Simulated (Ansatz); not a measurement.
# Meshes and cutoff for the phonons of MgO (Periclase, Fm-3m), part 2 of 4

How do the frequencies of MgO (Periclase, Fm-3m) move with q mesh, k mesh and cutoff?

Ansatz 0.2.0; DFT PBEsol, scalar-relativistic, plane waves, PAW.

So far, highest frequency on the path or at a solved wavevector (cm⁻¹): step 3 (the dispersion) 692; step 4 (q mesh 2×2×2) 692. The relaxed cell has a = 4.214 Å (conventional setting).

The database entry behind the starting cell differs from later determinations by our own check (about 0.1 % long), so it need not match the best structure at ambient conditions.

## (5) Another q mesh, q mesh 3×3×3

The q mesh is changed to 3×3×3, to see how far the force constants must reach.

File input.yaml:

```yaml
crystal:
  lattice:
    - [0.0, 2.1071057379, 2.1071057379]
    - [2.1071057379, 0.0, 2.1071057379]
    - [2.1071057379, 2.1071057379, 0.0]
  atoms:
    - { symbol: Mg, position: [0.0, 0.0, 0.0] }
    - { symbol: O, position: [0.5, 0.5, 0.5] }
kpoints:
  mp_grid: { grid: [12, 12, 12] }
hamiltonian:
  xc: pbesol
scf:
  occupations: { method: fixed }
output:
  eigenvalues: true
phonons:
  method: dfpt
  qmesh: [3, 3, 3]
  temperatures: { t_max: 1000, t_step: 50 }
  qpath:
    path:
      - [[0.0, 0.0, 0.0], [0.5, 0.0, 0.5], [0.625, 0.25, 0.625]]
      - [[0.375, 0.375, 0.75], [0.0, 0.0, 0.0], [0.5, 0.5, 0.5], [0.5, 0.25, 0.75], [0.5, 0.0, 0.5]]
    npoints: 10
  non_analytic_term:
    high_frequency_dielectric_tensor: [[3.2457, 0.0, 0.0], [0.0, 3.2457, 0.0], [0.0, 0.0, 3.2457]]
    born_effective_charges:
      - { species: Mg, tensor: [[1.9803, 0.0, 0.0], [0.0, 1.9803, 0.0], [0.0, 0.0, 1.9803]] }
      - { species: O, tensor: [[-1.9803, 0.0, 0.0], [0.0, -1.9803, 0.0], [0.0, 0.0, -1.9803]] }
    source: "zone-centre run at this cell"
```

Launch:

```console
ansatz run input.yaml --threads 4 --pin off --max-ram 7168MiB --backend cpu --events-out ev --progress --plain --runs-dir out
```

Numbers of over 12 decimals in the logs are rounded to 6 here.

Output:

```text
[...]
Crystal: 2 atoms, lattice volume = 18.711 Å³
Basis set: ecut = 420 eV, 339 PW (Γ), exchange–correlation on 40×40×40 points (8 copies of the dense FFT grid, shifted against one another)
Bands: 12, of which v1, the nominal top of the filled ones, is band 8 counted from 1 (7 counted from 0)
Symmetry: 48 space group operations
k-points: 72 of 1728
[...]
k-point 71: bands = [... 4 lower, -7.5577, 5.0176, 5.0176, 6.2069, 19.4920, 19.4920, 20.0516, 23.3758]
[...]
ASR residual: 7.586e-6 → 0.000e0 eV/Å²; symmetrization residual: 1.449e-6 eV/Å²
  ASR residual per site (eV/Å²): 7.59e-6 3.76e-6
  Γ frequencies (cm⁻¹): 0.00 0.00 0.00 387.50 387.50 387.50
--- Phonons (arbitrary-q DFPT): 4 irreducible q on the 3×3×3 mesh ---
[...]
interpolated dispersion: 63 rows × 6 modes
[...]
[key lines of the parts left out:]
SCF converged after 8 iterations
Free energy (F): -2475.871485 eV
Fermi energy:    7.994627 eV
```

It took 32 s on 4 threads of Arm Neoverse V1, shared host; peak memory 0.76 GiB; 2 min of CPU time.

The mean frequency is 387.9 cm⁻¹, -0.5 cm⁻¹ against the base run.

## (6) Another q mesh, q mesh 6×6×6

The q mesh is changed to 6×6×6, to see how far the force constants must reach.

input.yaml: that of step 5 with these lines changed.

```diff
@@ -18,3 +18,3 @@
   method: dfpt
-  qmesh: [3, 3, 3]
+  qmesh: [6, 6, 6]
   temperatures: { t_max: 1000, t_step: 50 }
```

Output:

```text
[...]
Crystal: 2 atoms, lattice volume = 18.711 Å³
Basis set: ecut = 420 eV, 339 PW (Γ), exchange–correlation on 40×40×40 points (8 copies of the dense FFT grid, shifted against one another)
Bands: 12, of which v1, the nominal top of the filled ones, is band 8 counted from 1 (7 counted from 0)
Symmetry: 48 space group operations
k-points: 72 of 1728
[...]
k-point 71: bands = [... 4 lower, -7.5577, 5.0176, 5.0176, 6.2069, 19.4920, 19.4920, 20.0516, 23.3758]
[...]
ASR residual: 7.586e-6 → 0.000e0 eV/Å²; symmetrization residual: 1.449e-6 eV/Å²
  ASR residual per site (eV/Å²): 7.59e-6 3.76e-6
  Γ frequencies (cm⁻¹): 0.00 0.00 0.00 387.50 387.50 387.50
--- Phonons (arbitrary-q DFPT): 16 irreducible q on the 6×6×6 mesh ---
[...]
interpolated dispersion: 63 rows × 6 modes
[...]
[key lines of the parts left out:]
SCF converged after 8 iterations
Free energy (F): -2475.871485 eV
Fermi energy:    7.994627 eV
```

Run time: 3.8 min. Hardware: 4 threads; peak memory 1.1 GiB.

Frequencies (cm⁻¹) solved at each irreducible wavevector; negative means imaginary. Frequencies by wavevector, by row:

| q in reciprocal lattice units | star | mode 1 | mode 2 | mode 3 | mode 4 | mode 5 | mode 6 |
| --- | --- | --- | --- | --- | --- | --- | --- |
| 0 0 0 | 1 | 0 | 0 | 0 | 387.5 | 387.5 | 387.5 |
| 0 0 0.1667 | 8 | 125.1 | 125.1 | 220.2 | 384 | 384 | 678.5 |
| 0 0 0.3333 | 8 | 224.7 | 224.7 | 369.6 | 369.6 | 408.7 | 633.1 |
| 0 0 -0.5 | 4 | 271.3 | 271.3 | 353.2 | 353.2 | 537.4 | 555.8 |
| 0 0.1667 0.1667 | 6 | 155.4 | 155.4 | 227.4 | 399.2 | 399.2 | 650.3 |
| 0 0.1667 0.3333 | 24 | 224.3 | 238.4 | 356 | 399.6 | 400.5 | 612.4 |
| 0 0.1667 -0.5 | 24 | 271.9 | 301.8 | 379.3 | 402 | 475.9 | 556 |
| 0 0.1667 -0.3333 | 24 | 263.5 | 295.1 | 360.4 | 414.3 | 448.4 | 577.8 |
| 0 0.1667 -0.1667 | 12 | 190.1 | 226.2 | 316.8 | 368.3 | 414 | 640.3 |
| 0 0.3333 0.3333 | 6 | 253.6 | 253.6 | 384.2 | 423.8 | 423.8 | 562.3 |
| 0 0.3333 -0.5 | 24 | 279.5 | 320.1 | 410.2 | 419.7 | 448.7 | 531.9 |
| 0 0.3333 -0.3333 | 12 | 286.7 | 372.4 | 388.4 | 413.6 | 489.9 | 501.5 |
| 0 -0.5 -0.5 | 3 | 284.4 | 284.4 | 414.9 | 436.5 | 436.5 | 534.5 |
| 0.1667 0.3333 -0.5 | 24 | 276.6 | 307.4 | 391.4 | 406.2 | 445.3 | 556 |
| 0.1667 0.3333 -0.3333 | 24 | 302.1 | 345.5 | 402.9 | 425.8 | 465.8 | 514.1 |
| 0.1667 -0.5 -0.3333 | 12 | 325 | 334 | 394.2 | 434.6 | 461.5 | 511.5 |

The mean frequency is 388.4 cm⁻¹, +0.0 cm⁻¹ against the base run.

## (7) The series together

Times are for 4 threads of Arm Neoverse V1, shared host. Results by setting:

| no. | q mesh | k-mesh | mean frequency (cm⁻¹) | lowest frequency on the path (cm⁻¹) | time | memory (GiB) |
| --- | --- | --- | --- | --- | --- | --- |
| 1 | 2×2×2 | 12×12×12 | 386.6 | 0 | 12 s | 0.53 |
| 2 | 3×3×3 | 12×12×12 | 387.9 | 0 | 32 s | 0.76 |
| 3 | 6×6×6 | 12×12×12 | 388.4 | 0 | 3.8 min | 1.1 |

The runs together. Phonon density of states against wavenumber; read off at these points; values in 1/cm⁻¹/cell:

| wavenumber (cm⁻¹) | 2×2×2, 12×12×12 | 3×3×3, 12×12×12 | 6×6×6, 12×12×12 |
| --- | --- | --- | --- |
| 5 | 0 | 0 | 0 |
| 25 | 3.0e-5 | 4.0e-5 | 3.0e-5 |
| 55 | 1.8e-4 | 2.5e-4 | 2.1e-4 |
| 75 | 3.6e-4 | 4.7e-4 | 4.0e-4 |
| 105 | 7.5e-4 | 9.5e-4 | 8.3e-4 |
| 125 | 0.00111 | 0.00137 | 0.00124 |
| 145 | 0.0016 | 0.0019 | 0.00175 |
| 175 | 0.00263 | 0.00295 | 0.00283 |
| 195 | 0.00363 | 0.00389 | 0.00387 |
| 215 | 0.00511 | 0.0052 | 0.0053 |
| 245 | 0.00965 | 0.00859 | 0.00907 |
| 265 | 0.0258 | 0.0140 | 0.0155 |
| 275 | 0.0263 | 0.0223 | 0.0231 |
| 295 | 0.0145 | 0.0188 | 0.0182 |
| 315 | 0.0107 | 0.0118 | 0.0117 |
| 335 | 0.00871 | 0.00928 | 0.00923 |
| 365 | 0.0230 | 0.0240 | 0.0230 |
| 385 | 0.0261 | 0.0277 | 0.0272 |
| 405 | 0.0325 | 0.0239 | 0.0377 |
| 425 | 0.0315 | 0.0326 | 0.0306 |
| 435 | 0.0272 | 0.0220 | 0.0198 |
| 455 | 0.0177 | 0.0145 | 0.0120 |
| 485 | 0.0057 | 0.00523 | 0.00524 |
| 505 | 0.00876 | 0.00558 | 0.00673 |
| 525 | 0.0096 | 0.00957 | 0.0112 |
| 555 | 0.00646 | 0.00848 | 0.00763 |
| 575 | 0.00507 | 0.00587 | 0.00555 |
| 595 | 0.00433 | 0.0047 | 0.00458 |
| 625 | 0.00344 | 0.00353 | 0.00353 |
| 645 | 0.00283 | 0.00281 | 0.00289 |
| 675 | 0.00168 | 0.00155 | 0.0017 |
| 695 | 6.0e-5 | 5.0e-5 | 7.0e-5 |

The runs together, line C_V. C_V against temperature; values in J/mol-atom/K:

| temperature (K) | 2×2×2, 12×12×12 | 3×3×3, 12×12×12 | 6×6×6, 12×12×12 |
| --- | --- | --- | --- |
| 0 | 0 | 0 | 0 |
| 50 | 0.455 | 0.493 | 0.47 |
| 100 | 4.26 | 4.26 | 4.23 |
| 150 | 9.55 | 9.51 | 9.49 |
| 200 | 13.8 | 13.7 | 13.7 |
| 250 | 16.7 | 16.7 | 16.7 |
| 300 | 18.7 | 18.7 | 18.7 |
| 350 | 20.1 | 20.1 | 20.1 |
| 400 | 21.1 | 21.1 | 21.1 |
| 450 | 21.8 | 21.8 | 21.8 |
| 500 | 22.4 | 22.4 | 22.4 |
| 550 | 22.8 | 22.8 | 22.8 |
| 600 | 23.1 | 23.1 | 23.1 |
| 650 | 23.4 | 23.4 | 23.4 |
| 700 | 23.6 | 23.6 | 23.6 |
| 750 | 23.8 | 23.7 | 23.7 |
| 800 | 23.9 | 23.9 | 23.9 |
| 850 | 24.0 | 24 | 24.0 |
| 900 | 24.1 | 24.1 | 24.1 |
| 950 | 24.2 | 24.2 | 24.2 |
| 1000 | 24.3 | 24.3 | 24.3 |

## (8) Another k mesh, k-mesh 4×4×4, q mesh 2×2×2

The k mesh is changed to 4×4×4 on a small fixed q mesh, to find the coarsest that serves.

input.yaml, the sections that differ from step 6:

```yaml
kpoints:
  mp_grid: { grid: [4, 4, 4] }
phonons:
  method: dfpt
  dielectric: true
  rigid_motions: translations
  qmesh: [2, 2, 2]
  temperatures: { t_max: 1000, t_step: 50 }
  qpath:
    path:
      - [[0.0, 0.0, 0.0], [0.5, 0.0, 0.5], [0.625, 0.25, 0.625]]
      - [[0.375, 0.375, 0.75], [0.0, 0.0, 0.0], [0.5, 0.5, 0.5], [0.5, 0.25, 0.75], [0.5, 0.0, 0.5]]
    npoints: 10
# crystal, hamiltonian, scf, output: as in step 6
```

Output:

```text
[...]
Crystal: 2 atoms, lattice volume = 18.711 Å³
Basis set: ecut = 420 eV, 339 PW (Γ), exchange–correlation on 40×40×40 points (8 copies of the dense FFT grid, shifted against one another)
Bands: 12, of which v1, the nominal top of the filled ones, is band 8 counted from 1 (7 counted from 0)
Symmetry: 48 space group operations
k-points: 13 of 64 (irreducible under 8 space group operations, time reversal used)
[...]
SCF iter   1: F=—  HF=-2475.866205 eV  |F-HF|=—  |Δ(HF+E_count)|=         —  Δρ=1.36e-2  dr2=2.71e-2  ethr=1.77e-3  ⟨swp⟩=4.6  Hψ=826  notcnv=0  defer=20
[...]
SCF iter   7: F=-2475.857840 eV  HF=-2475.857840 eV  |F-HF|=1.64e-11  |Δ(HF+E_count)|=  3.53e-10  Δρ=4.06e-7  dr2=1.18e-11  ethr=1.00e-12  ⟨swp⟩=7.0  Hψ=826  notcnv=0
SCF 1 converged in 7 iterations: F = -2475.857840 eV  dr2 = 1.18e-11
[...]
DFPT response loops at Γ: preconditioner auto → none (the input reference at scf.mixing.eps_inf says where Resta's filter doesn't serve); β = 0.50; Broyden in place of MSR1
── the response to a field inside a basis, on 4×4×4 k-points: an SCF that follows is theirs, and a resumed run solves both again ──
Bands: 9, of which v1, the nominal top of the filled ones, is band 8 counted from 1 (7 counted from 0)
k-points: 10 of 64 (irreducible under 12 space group operations)
[...]
Eigensolver: Dense (10 Hₖ)
SCF iter   1: F=—  HF=-2475.875497 eV  |F-HF|=—  |Δ(HF+E_count)|=         —  Δρ=1.13e-3  dr2=1.47e-4  ethr=1.00e-1
[...]
SCF iter   5: F=-2475.875479 eV  HF=-2475.875479 eV  |F-HF|=1.50e-9  |Δ(HF+E_count)|=   1.23e-7  Δρ=7.67e-6  dr2=2.41e-9  ethr=1.25e-9
SCF 1 converged in 5 iterations: F = -2475.875479 eV  dr2 = 2.41e-9
[...]
WARN: field response: ε∞ stands inside a basis, on 4×4×4 points; the force constants stand on the 4×4×4 k-mesh, whose period is 11.58 times the interband length at k = (0.0000, 0.0000, 0.0000), direct gap 4.610 eV, under 14: take them and everything formed from them as unconverged, and compare with a denser kpoints.mp_grid
[...]
SCF converged after 7 iterations
Free energy (F): -2475.857840 eV
[...]
Internal energy: -2475.857840 eV  (E = F + TS)
E sigma→0 (E₀):  -2475.857840 eV
Fermi energy:    8.010518 eV
[...]
--- Band table (eV; the first three rows and the last of 13) ---
  k-point 0: bands = [... 4 lower, -9.1784, 8.0105, 8.0105, 8.0105, 12.6207, 23.6629, 23.6629, 23.6629]
  k-point 1: bands = [... 4 lower, -8.5619, 5.3181, 7.6675, 7.6675, 14.9783, 20.4139, 24.5111, 24.5111]
  k-point 2: bands = [... 4 lower, -7.8312, 3.3394, 7.3533, 7.3533, 15.7403, 20.4872, 24.1725, 24.1725]
  k-point 12: bands = [... 4 lower, -7.5418, 5.0287, 5.0287, 6.2198, 19.5001, 19.5001, 20.0561, 23.3791]
--- Phonons (Γ-DFPT): 2 representative perturbations + reference, on 13 of 64 k-points (Σ response iterations 6) ---
  k mesh reduced under 8 symmetry operations, with k and −k counted as one. Each operation leaves every solved perturbation unchanged. A smaller set is not considered because the run solves the response to a homogeneous field
  ASR residual: 2.610e-4 → 0.000e0 eV/Å²; symmetrization residual: 1.846e-6 eV/Å²
  ASR residual per site (eV/Å²): 2.61e-4 1.51e-4
  Γ frequencies (cm⁻¹): 0.00 0.00 0.00 386.49 386.49 386.49
  ε∞ (high-frequency dielectric tensor):
        3.245890    -0.000000     0.000000
       -0.000000     3.245890     0.000000
        0.000000     0.000000     3.245890
  ε⁰ (static dielectric tensor: ions relaxed, cell fixed):
       10.401024    -0.000000     0.000000
       -0.000000    10.401024     0.000000
        0.000000     0.000000    10.401024
  ε⁰ − ε∞ (ionic part):
        7.155134    -0.000000     0.000000
       -0.000000     7.155134     0.000000
        0.000000     0.000000     7.155134
  softest optical mode at Γ: 386.49 cm⁻¹; the repairs (sum rule, projections) moved no ω² at Γ by more than (1.76 cm⁻¹)²
  Born effective charges Z* (e; rows j = field, columns β = displacement):
    site 0:
         1.98018   -0.00000    0.00000
        -0.00000    1.98018   -0.00000
        -0.00000    0.00000    1.98018
    site 1:
        -1.98018    0.00000   -0.00000
         0.00000   -1.98018    0.00000
         0.00000   -0.00000   -1.98018
  Z* charge neutrality: 9.982e-4 e pre-enforcement
  solved inside a basis spanned on kpoints, on 4×4×4 k-points, its susceptibility summed on 8×8×8: ε∞ is read to err by 7.2e-3, Z* by 1.1e-2 e (field_mesh: kpoints solves on kpoints); Z* is corrected for what the basis lacks
  optical modes at Γ without the LO–TO term, one row a degenerate level:
      ω (cm⁻¹)  modes    IR ((D/Å)²/amu)
        386.49      3            28.1289
  optical modes at Γ + LO–TO along q̂ = [1.0000, 0.0000, 0.0000]:
      ω (cm⁻¹)  modes    IR ((D/Å)²/amu)
        386.49      2            18.7526
        691.85      1             9.3763
  optical modes at Γ + LO–TO along q̂ = [0.0000, 1.0000, 0.0000]:
      ω (cm⁻¹)  modes    IR ((D/Å)²/amu)
        386.49      2            18.7526
        691.85      1             9.3763
  optical modes at Γ + LO–TO along q̂ = [0.0000, 0.0000, 1.0000]:
      ω (cm⁻¹)  modes    IR ((D/Å)²/amu)
        386.49      2            18.7526
        691.85      1             9.3763
--- Phonons (arbitrary-q DFPT): 3 irreducible q on the 2×2×2 mesh ---
[...]
interpolated dispersion: 63 rows × 6 modes
[...]
```

Wall time 3.9 s (4 threads); peak memory 0.33 GiB.

The run finished; it serves as a test, and its numbers are not taken as the result.

## (9) Another k mesh, k-mesh 6×6×6, q mesh 2×2×2

The k mesh is changed to 6×6×6 on a small fixed q mesh, to find the coarsest that serves.

input.yaml: that of step 8 with these lines changed.

```diff
@@ -9,3 +9,3 @@
 kpoints:
-  mp_grid: { grid: [4, 4, 4] }
+  mp_grid: { grid: [6, 6, 6] }
 hamiltonian:
```

Output:

```text
[...]
Crystal: 2 atoms, lattice volume = 18.711 Å³
Basis set: ecut = 420 eV, 339 PW (Γ), exchange–correlation on 40×40×40 points (8 copies of the dense FFT grid, shifted against one another)
Bands: 12, of which v1, the nominal top of the filled ones, is band 8 counted from 1 (7 counted from 0)
Symmetry: 48 space group operations
k-points: 30 of 216 (irreducible under 8 space group operations, time reversal used)
[...]
SCF iter   1: F=—  HF=-2475.880528 eV  |F-HF|=—  |Δ(HF+E_count)|=         —  Δρ=1.45e-2  dr2=3.14e-2  ethr=1.77e-3  ⟨swp⟩=4.6  Hψ=1879  notcnv=0  defer=50
[...]
SCF iter   7: F=-2475.871008 eV  HF=-2475.871008 eV  |F-HF|=1.82e-11  |Δ(HF+E_count)|=  4.87e-10  Δρ=4.55e-7  dr2=1.96e-11  ethr=1.00e-12  ⟨swp⟩=7.7  Hψ=1935  notcnv=0
SCF 1 converged in 7 iterations: F = -2475.871008 eV  dr2 = 1.96e-11
[...]
Bands: 9, of which v1, the nominal top of the filled ones, is band 8 counted from 1 (7 counted from 0)
k-points: 28 of 216 (irreducible under 12 space group operations)
[...]
Eigensolver: Dense (28 Hₖ)
SCF iter   1: F=—  HF=-2475.874907 eV  |F-HF|=—  |Δ(HF+E_count)|=         —  Δρ=8.42e-4  dr2=1.80e-5  ethr=1.00e-1
[...]
SCF iter   4: F=-2475.874920 eV  HF=-2475.874920 eV  |F-HF|=1.05e-8  |Δ(HF+E_count)|=   3.37e-7  Δρ=1.42e-5  dr2=9.57e-9  ethr=1.54e-8
SCF 1 converged in 4 iterations: F = -2475.874920 eV  dr2 = 9.57e-9
[...]
SCF converged after 7 iterations
Free energy (F): -2475.871008 eV
[...]
Internal energy: -2475.871008 eV  (E = F + TS)
E sigma→0 (E₀):  -2475.871008 eV
Fermi energy:    7.995401 eV
[...]
--- Band table (eV; the first three rows and the last of 30) ---
  k-point 0: bands = [... 4 lower, -9.1914, 7.9954, 7.9954, 7.9954, 12.6142, 23.6609, 23.6609, 23.6609]
  k-point 1: bands = [... 4 lower, -8.8947, 6.4660, 7.8198, 7.8198, 14.0427, 21.2964, 24.2284, 24.2284]
  k-point 2: bands = [... 4 lower, -8.2285, 4.2878, 7.4929, 7.4929, 15.5295, 20.1715, 24.4357, 24.4357]
  k-point 29: bands = [... 4 lower, -7.5736, 4.4135, 5.7371, 6.3114, 18.3894, 19.2971, 20.3242, 24.3592]
[...]
ASR residual: 3.206e-4 → 0.000e0 eV/Å²; symmetrization residual: 1.535e-6 eV/Å²
  ASR residual per site (eV/Å²): 1.25e-4 3.21e-4
  Γ frequencies (cm⁻¹): 0.00 0.00 0.00 387.44 387.44 387.44
  ε∞ (high-frequency dielectric tensor):
        3.246009     0.000000     0.000000
        0.000000     3.246009    -0.000000
        0.000000    -0.000000     3.246009
  ε⁰ (static dielectric tensor: ions relaxed, cell fixed):
       10.365675     0.000000     0.000000
        0.000000    10.365675    -0.000000
        0.000000    -0.000000    10.365675
  ε⁰ − ε∞ (ionic part):
        7.119666     0.000000     0.000000
        0.000000     7.119666    -0.000000
        0.000000    -0.000000     7.119666
[...]
Born effective charges Z* (e; rows j = field, columns β = displacement):
    site 0:
         1.98010    0.00000    0.00000
         0.00000    1.98010   -0.00000
        -0.00000    0.00000    1.98010
    site 1:
        -1.98010   -0.00000   -0.00000
        -0.00000   -1.98010    0.00000
         0.00000   -0.00000   -1.98010
  Z* charge neutrality: 7.840e-4 e pre-enforcement
[...]
optical modes at Γ without the LO–TO term, one row a degenerate level:
      ω (cm⁻¹)  modes    IR ((D/Å)²/amu)
        387.44      3            28.1265
  optical modes at Γ + LO–TO along q̂ = [1.0000, 0.0000, 0.0000]:
      ω (cm⁻¹)  modes    IR ((D/Å)²/amu)
        387.44      2            18.7510
        692.35      1             9.3755
  optical modes at Γ + LO–TO along q̂ = [0.0000, 1.0000, 0.0000]:
      ω (cm⁻¹)  modes    IR ((D/Å)²/amu)
        387.44      2            18.7510
        692.35      1             9.3755
  optical modes at Γ + LO–TO along q̂ = [0.0000, 0.0000, 1.0000]:
      ω (cm⁻¹)  modes    IR ((D/Å)²/amu)
        387.44      2            18.7510
        692.35      1             9.3755
--- Phonons (arbitrary-q DFPT): 3 irreducible q on the 2×2×2 mesh ---
[...]
interpolated dispersion: 63 rows × 6 modes
[...]
```

It took 6.4 s on 4 threads; peak memory 0.38 GiB; 21 s of CPU time.

The run finished; it serves as a test, and its numbers are not taken as the result.

## (10) Another k mesh, k-mesh 8×8×8, q mesh 2×2×2

The k mesh is changed to 8×8×8 on a small fixed q mesh, to find the coarsest that serves.

input.yaml: that of step 9 with these lines changed.

```diff
@@ -9,3 +9,3 @@
 kpoints:
-  mp_grid: { grid: [6, 6, 6] }
+  mp_grid: { grid: [8, 8, 8] }
 hamiltonian:
```

Output:

```text
[...]
Crystal: 2 atoms, lattice volume = 18.711 Å³
Basis set: ecut = 420 eV, 339 PW (Γ), exchange–correlation on 40×40×40 points (8 copies of the dense FFT grid, shifted against one another)
Bands: 12, of which v1, the nominal top of the filled ones, is band 8 counted from 1 (7 counted from 0)
Symmetry: 48 space group operations
k-points: 59 of 512 (irreducible under 8 space group operations, time reversal used)
[...]
optical modes at Γ + LO–TO along q̂ = [0.0000, 1.0000, 0.0000]:
      ω (cm⁻¹)  modes    IR ((D/Å)²/amu)
        387.50      2            18.7511
        692.38      1             9.3755
  optical modes at Γ + LO–TO along q̂ = [0.0000, 0.0000, 1.0000]:
      ω (cm⁻¹)  modes    IR ((D/Å)²/amu)
        387.50      2            18.7511
        692.38      1             9.3755
--- Phonons (arbitrary-q DFPT): 3 irreducible q on the 2×2×2 mesh ---
[...]
interpolated dispersion: 63 rows × 6 modes
[...]
[key lines of the parts left out:]
SCF converged after 7 iterations
Free energy (F): -2475.871278 eV
Fermi energy:    7.994628 eV
```

It took 9.8 s on 4 threads; peak memory 0.46 GiB.

Frequencies (cm⁻¹) solved at each irreducible wavevector; negative means imaginary. Frequencies by wavevector, by row:

| q in reciprocal lattice units | star | mode 1 | mode 2 | mode 3 | mode 4 | mode 5 | mode 6 |
| --- | --- | --- | --- | --- | --- | --- | --- |
| 0 0 0 | 1 | 0 | 0 | 0 | 387.5 | 387.5 | 387.5 |
| 0 0 -0.5 | 4 | 271.3 | 271.3 | 353.1 | 353.1 | 537.4 | 555.9 |
| 0 -0.5 -0.5 | 3 | 284.4 | 284.4 | 414.9 | 436.5 | 436.5 | 534.5 |

The highest optical mode at the zone centre (no LO-TO term) is 387.5 cm⁻¹, +0.0 cm⁻¹ against the base run.

(Part 2 of 4 ends here.)

[Logs are printed without paths, hosts, clocks, repeated set-up lines and the standing remarks that a program may print on its own settings, such as how far it seeks lower states.]

[Hosts, paths, dates, database ids (printed as entryN), source tags and the programs' standing remarks are cut or masked in the printed files.]
